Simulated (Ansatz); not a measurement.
# Gap against volume in wurtzite SiC, size series (72 atoms)

The cell holds 72 atoms: 36 Si and 36 C. Cell: a = 9.311 Å, b = 9.311 Å, c = 10.105 Å, α = 90.0°, β = 90.0°, γ = 120.0°. It derives from SiC (wurtzite), repeated 3×3×2. The starting structure: Wurtzite SiC (a = 3.076 Å, c = 5.048 Å), 3 x 3 x 2 conventional cells; ideal positions.

Calculated with Ansatz 0.2.0: Kohn-Sham DFT, PBE, PAW (set soft_2), plane waves; cutoff 420 eV, Γ point, fermi-dirac smearing of 0.025 eV. The relaxed cell was scaled evenly and the atoms were relaxed at each volume. The gap is that between the highest filled and the lowest empty Kohn-Sham level on the run's k-points.

| volume (Å³/atom) | gap (eV) |
| --- | --- |
| 9.4838 | 2.128 |
| 9.9053 | ? |
| 10.221 | 2.273 |
| 10.538 | 2.330 |
| 10.854 | 2.382 |
| 11.170 | 2.432 |

**Question.** Fit a straight line in ln V to the rows given and interpolate to the withheld row.

**Working.**

A volume deformation potential makes the spacing linear in u = ln(V/V0), with V0 = 10.538 Å³ the relaxed volume; v is the spacing.

| u = ln(V/V0) | v (eV) |
| --- | --- |
| -0.105360 | 2.1276 |
| -0.0304600 | 2.2735 |
| 0 | 2.3298 |
| 0.0295582 | 2.3818 |
| 0.0582692 | 2.4315 |

With n = 5: mean u = -0.00959851, mean v = 2.30884, Σ(u − ū)² = 0.015837, Σ(u − ū)(v − v̄) = 0.029476. Slope b = 0.029476 / 0.015837 = 1.8612; intercept a = v̄ − b ū = 2.3267.

At the withheld volume u = -0.06188, and v = a + b u.

Prediction at 9.9053: 2.212 eV. The run gave 2.214 eV, so the fit is low by 0.0025 eV (0.11 % of the value).

The slope, +1.86 eV, says that the spacing widens on expansion. Among the rows given, the largest miss of the fit is at 11.170, by 0.0037 eV (1.2 % of the range of the table).

Limits: The table spans 16 % in volume, wide for a linear law. Semilocal functionals tend to put gaps under measured ones. Only the Γ point is sampled. The mesh needn't hold the band edges.

[Hosts, paths, dates, database ids (printed as entryN), source tags and the programs' standing remarks are cut or masked in the printed files.]
